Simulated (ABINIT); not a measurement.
**A GW chain in ABINIT: BaAlSiH (P3m1)**

Wanted: ground state, empty states, screening and self-energy for BaAlSiH (P3m1).

Method: LDA and many-body steps on it, plane waves, in ABINIT 10.8.3.

## Step 1: The structure

The structure is trigonal, space group P3m1 (No. 156). Conventional cell: a = 4.334 Å, b = 4.334 Å, c = 5.263 Å, α = 90.00°, β = 90.00°, γ = 120.00°. Ba has 3 H at 2.60 Å and 3 Si at 3.47 Å and 3 Al at 3.50 Å nearest. Nearest to Al lie 1 H at 1.74 Å and 3 Si at 2.54 Å. Nearest to Si lie 3 Al at 2.54 Å and 3 H at 3.30 Å and 3 Ba at 3.47 Å. Nearest to H lie 1 Al at 1.74 Å and 3 Ba at 2.60 Å. Farther neighbours are not listed.

The cell and positions are those that the Materials Project relaxed with its own functionals (PBE, PBE+U or r2SCAN), kept fixed. Spin-orbit coupling is left out unless a step names it.

## Step 2: Ground state

This step: ABINIT 10.8.3; DFT, LDA, plane waves, norm-conserving pseudopotentials.

The ground-state density comes first.

run.abi reads:

```
acell 3*1.0 Angstrom
rprim 
  4.334227520372 0.000000000006 0.000000000000
  -2.167113760192 3.753551138421 0.000000000000
  0.000000000000 0.000000000000 5.262552000000
ntypat 4
znucl 56 13 14 1
natom 4
typat 1 2 3 4
xred 
  0.000000000000 0.000000000000 0.000436000000
  0.666666666667 0.333333333333 0.465248000000
  0.333333333333 0.666666666667 0.542307000000
  0.666666666667 0.333333333333 0.134910000000
pp_dirpath "pseudos"
pseudos "Ba.upf, Al.upf, Si.upf, H.upf"
ecut 31
ngkpt 6 6 4
nshiftk 1
shiftk 0 0 0
kptopt 1
chksymbreak 0
nband 15
occopt 1
tolvrs 1e-10
nstep 60
prtwf 0
optforces 0
optstress 0
indata_prefix "in"
outdata_prefix "out"
tmpdata_prefix "tmp"
```

On the command line:

```console
OMP_NUM_THREADS=1 mpirun -n 8 abinit run.abi > log
```

Numbers of over 12 decimals in the logs are rounded to 6 here.

What it wrote:

```text
.Version 10.8.3 of ABINIT. v10.8.2 released Aug 2026.

 Symmetries : space group P3 m 1 (#156); Bravais hP (primitive hexag.)
================================================================================
 Values of the parameters that define the memory need of the present run
     intxc =       0    ionmov =       0      iscf =       7    lmnmax =       6
     lnmax =       6     mgfft =      50  mpssoang =       3    mqgrid =    3001
     natom =       4  nloc_mem =       1    nspden =       1   nspinor =       1
    nsppol =       1      nsym =       6    n1xccc =    2501    ntypat =       4
    occopt =       1   xclevel =       1
-    mband =          15        mffmem =           1         mkmem =           3
       mpw =        4806          nfft =      101250          nkpt =          24
================================================================================
  Rough estimation (10% accuracy) of disk space for files :
================================================================================

--------------------------------------------------------------------------------
------------- Echo of variables that govern the present computation ------------
--------------------------------------------------------------------------------
 -outvars: echo values of preprocessed input variables --------
            acell      1.8897261259E+00  1.8897261259E+00  1.8897261259E+00 Bohr

      chksymbreak           0
             ecut      3.10000000E+01 Hartree
-          fftalg         312

              ixc       -1012
              kpt      0.00000000E+00  0.00000000E+00  0.00000000E+00
                       1.66666667E-01  0.00000000E+00  0.00000000E+00
                       3.33333333E-01  0.00000000E+00  0.00000000E+00
                       5.00000000E-01  0.00000000E+00  0.00000000E+00
                       1.66666667E-01  1.66666667E-01  0.00000000E+00
                       3.33333333E-01  1.66666667E-01  0.00000000E+00
                       3.33333333E-01  3.33333333E-01  0.00000000E+00
                       0.00000000E+00  0.00000000E+00  2.50000000E-01
                       1.66666667E-01  0.00000000E+00  2.50000000E-01
   [... 13 further rows ...]
                       3.33333333E-01  1.66666667E-01  5.00000000E-01
                       3.33333333E-01  3.33333333E-01  5.00000000E-01
         kptrlatt        6    0    0      0    6    0      0    0    4
          kptrlen      3.97791280E+01
P           mkmem           3
            natom           4
            nband          15
            ngfft          45      45      50
             nkpt          24
            nstep          60
             nsym           6
           ntypat           4
              occ      2.000000  2.000000  2.000000  2.000000  2.000000  2.000000
                       2.000000  2.000000  2.000000  0.000000  0.000000  0.000000
[...]
optforces           0
        optstress           0
            prtwf           0
            rprim      4.3342275204E+00  6.0000000000E-12  0.0000000000E+00
[...]
spgroup         156

           tolvrs      1.00000000E-10

             xred      0.0000000000E+00  0.0000000000E+00  4.3600000000E-04
[...]
znucl       56.00000   13.00000   14.00000    1.00000

================================================================================

 chkinp: Checking input parameters for consistency.

================================================================================
== DATASET  1 ==================================================================
-   mpi_nproc: 8, omp_nthreads: 1 (-1 if OMP is not activated)

--- !DatasetInfo
iteration_state: {dtset: 1, }
dimensions: {natom: 4, nkpt: 24, mband: 15, nsppol: 1, nspinor: 1, nspden: 1, mpw: 4806, }
cutoff_energies: {ecut:  31.0, pawecutdg:  -1.0, }
electrons: {nelect:   1.80000000E+01, charge:   0.00000000E+00, occopt:   1.00000000E+00, tsmear:   1.00000000E-02, }

 Real(R)+Recip(G) space primitive vectors, cartesian coordinates (Bohr,Bohr^-1):
 R(1)=  8.1905030  0.0000000  0.0000000  G(1)=  0.1220926  0.0704902  0.0000000
 R(2)= -4.0952515  7.0931837  0.0000000  G(2)=  0.0000000  0.1409804  0.0000000
 R(3)=  0.0000000  0.0000000  9.9447820  G(3)=  0.0000000  0.0000000  0.1005552
 Unit cell volume ucvol=  5.7775943E+02 bohr^3
 Angles (23,13,12)=  9.00000000E+01  9.00000000E+01  1.20000000E+02 degrees

 getcut: wavevector=  0.0000  0.0000  0.0000  ngfft=  45  45  50
         ecut(hartree)=     31.000   => boxcut(ratio)=   2.00599

--- Pseudopotential description ------------------------------------------------
- Ba Generated using ONCVPSP code by D. R. Hamann
- 56.00000  10.00000  180309                  znucl, zion, pspdat
12 -1012 2 -1 1912                            pspcod,pspxc,lmax,lloc,mmax
     nproj     2     2     2
  pspatm : epsatm=   25.95172157
         --- l  ekb(1:nproj) -->
[...]
pspatm: atomic psp has been read  and splines computed

- Al Generated using ONCVPSP code by D. R. Hamann
- 13.00000   3.00000  180309                  znucl, zion, pspdat
12 -1012 2 -1 1854                            pspcod,pspxc,lmax,lloc,mmax
     nproj     2     2     2
  pspatm : epsatm=    0.57439143
         --- l  ekb(1:nproj) -->
[...]
pspatm: atomic psp has been read  and splines computed

- Si Generated using ONCVPSP code by D. R. Hamann
- 14.00000   4.00000  180309                  znucl, zion, pspdat
12 -1012 2 -1 1510                            pspcod,pspxc,lmax,lloc,mmax
     nproj     2     2     2
  pspatm : epsatm=    6.67003958
         --- l  ekb(1:nproj) -->
[...]
pspatm: atomic psp has been read  and splines computed

- H Generated using ONCVPSP code by D. R. Hamann
-  1.00000   1.00000  180309                  znucl, zion, pspdat
12 -1012 1 -1 1180                            pspcod,pspxc,lmax,lloc,mmax
     nproj     2     1     0
  pspatm : epsatm=    0.35439867
         --- l  ekb(1:nproj) -->
[...]
1   -0.275071
 pspatm: atomic psp has been read  and splines computed

   6.03909922E+02                                ecore*ucvol(ha*bohr**3)
--------------------------------------------------------------------------------

_setup2: Arith. and geom. avg. npw (full set) are    4763.979    4763.971

================================================================================

--- !BeginCycle
iteration_state: {dtset: 1, }
solver: {iscf: 7, nstep: 60, nline: 4, wfoptalg: 0, }
tolerances: {tolvrs: 1.00E-10, }

     iter   Etot(hartree)      deltaE(h)  residm     vres2
 ETOT  1  -35.410608197818    -3.541E+01 2.357E-02 1.231E+02
 ETOT  2  -35.438542820834    -2.793E-02 4.118E-03 3.657E+00
 ETOT  3  -35.438991321467    -4.485E-04 1.148E-03 1.413E-01
 ETOT  4  -35.439001984113    -1.066E-05 1.043E-03 1.271E-02
 ETOT  5  -35.439002761498    -7.774E-07 3.911E-04 3.120E-04
 ETOT  6  -35.439002784283    -2.278E-08 3.547E-04 1.460E-05
 ETOT  7  -35.439002785201    -9.180E-10 2.588E-04 2.134E-07
 ETOT  8  -35.439002785215    -1.457E-11 1.796E-04 5.405E-09
 ETOT  9  -35.439002785216    -1.073E-12 1.889E-04 2.269E-10
 ETOT 10  -35.439002785216     5.116E-13 1.214E-04 1.081E-11

 At SCF step   10       vres2   =  1.08E-11 < tolvrs=  1.00E-10 =>converged.

--- !ResultsGS
iteration_state: {dtset: 1, }
comment   : Summary of ground state results
lattice_vectors:
- [  8.1905030,   0.0000000,   0.0000000, ]
- [ -4.0952515,   7.0931837,   0.0000000, ]
- [  0.0000000,   0.0000000,   9.9447820, ]
lattice_lengths: [   8.19050,    8.19050,    9.94478, ]
lattice_angles: [ 90.000,  90.000, 120.000, ] # degrees, (23, 13, 12)
lattice_volume:   5.7775943E+02
convergence: {deltae:  5.116E-13, res2:  1.081E-11, residm:  1.214E-04, diffor:  0.000E+00, }
etotal    :  -3.54390028E+01
entropy   :   0.00000000E+00
fermie    :   1.86925706E-01
cartesian_stress_tensor: null
pressure_GPa: null
xred      :
- [  0.0000E+00,   0.0000E+00,   4.3600E-04, Ba]
- [  6.6667E-01,   3.3333E-01,   4.6525E-01, Al]
- [  3.3333E-01,   6.6667E-01,   5.4231E-01, Si]
- [  6.6667E-01,   3.3333E-01,   1.3491E-01,  H]
cartesian_forces: null
force_length_stats: {min: null, max: null, mean: null, }

 Integrated electronic density in atomic spheres:
 ------------------------------------------------
 Atom  Sphere_radius  Integrated_density
[...]
4        2.00000          1.37380231
================================================================================

 ----iterations are completed or convergence reached----

 Mean square residual over all n,k,spin=   10.075E-07; max=  12.135E-05
 reduced coordinates (array xred) for    4 atoms
       0.000000000000      0.000000000000      0.000436000000
       0.666666666667      0.333333333333      0.465248000000
       0.333333333333      0.666666666667      0.542307000000
       0.666666666667      0.333333333333      0.134910000000
 rms dE/dt=  0.0000E+00; max dE/dt=  0.0000E+00; dE/dt below (all hartree)
    1       0.000000000000      0.000000000000      0.000000000000
    2       0.000000000000      0.000000000000      0.000000000000
    3       0.000000000000      0.000000000000      0.000000000000
    4       0.000000000000      0.000000000000      0.000000000000

 cartesian coordinates (angstrom) at end:
    1      0.000000     0.000000     0.00229447
    2      2.167114     1.251184     2.448392
    3     -4e-12     2.502367     2.853919
    4      2.167114     1.251184     0.709971
 length scales=  1.889726125908  1.889726125908  1.889726125908 bohr
              =  1.000000000000  1.000000000000  1.000000000000 angstroms
 prteigrs : about to open file out_EIG
 Fermi (or HOMO) energy (hartree) =   0.18693   Average Vxc (hartree)=  -0.34342
 Eigenvalues (hartree) for nkpt=  24  k points:
 kpt#   1, nband= 15, wtk=  0.00694, kpt=  0.0000  0.0000  0.0000 (reduced coord)
  -0.82007   -0.28022   -0.26671   -0.26671   -0.13322    0.03858    0.15725    0.16930
   0.16930    0.23275    0.30100    0.30100    0.33577    0.33581    0.34695
 prteigrs : prtvol=0 or 1, do not print more k-points.

--- !EnergyTerms
iteration_state     : {dtset: 1, }
comment             : Components of total free energy in Hartree
kinetic             :  9.38918454839648E+00
hartree             :  3.75631172165451E+00
xc                  : -9.64346525228817E+00
Ewald energy        : -2.87403921969910E+01
psp_core            :  1.04526190003495E+00
local_psp           : -1.57284524258414E+01
non_local_psp       :  4.48254891981875E+00
total_energy        : -3.54390027852159E+01
total_energy_eV     : -9.64344392960906E+02
band_energy         : -2.69418691018002E+00

== END DATASET(S) ==============================================================
================================================================================

 -outvars: echo values of variables after computation  --------
           etotal     -3.5439002785E+01
            nband          15
             nkpt          24
          spgroup         156
 [... the other variables as echoed above ...]

 Calculation completed.
```

It took 13 s on 8 MPI ranks of Arm Neoverse V1, shared host; peak memory 0.64 GiB.

This step gave:

```yaml
total_energy: -964.3444 eV
gap: 0.6950 eV
k_of_the_valence_top: 0, 0, 0.5
k_of_the_conduction_bottom: 0.5, 0, 0
least_direct_gap: 1.247 eV
```

The gap is indirect, with the least direct gap 0.55 eV higher.

(Part 1 of 3 ends here.)

[Paths, hosts, dates, memory and timing lines, banners, echoed tables and standing remarks are left out of the program output.]

[Logs are printed without paths, hosts, clocks, repeated set-up lines and the standing remarks that a program may print on its own settings, such as how far it seeks lower states.]

[Runs of the session that timed out or met a known fault of the program may be left out.]

[Hosts, paths, dates, database ids (printed as entryN), source tags and the programs' standing remarks are cut or masked in the printed files.]

[G0W0 gaps are taken among the corrected bands and points alone; a level outside them can change the order at an edge.]

[Where Ansatz stands beside ABINIT at settings called matched, ABINIT's density can come from a denser mesh and the files from another edition; pairs whose starting gaps differed by over 0.03 eV were left out, so agreement reads better than it is.]
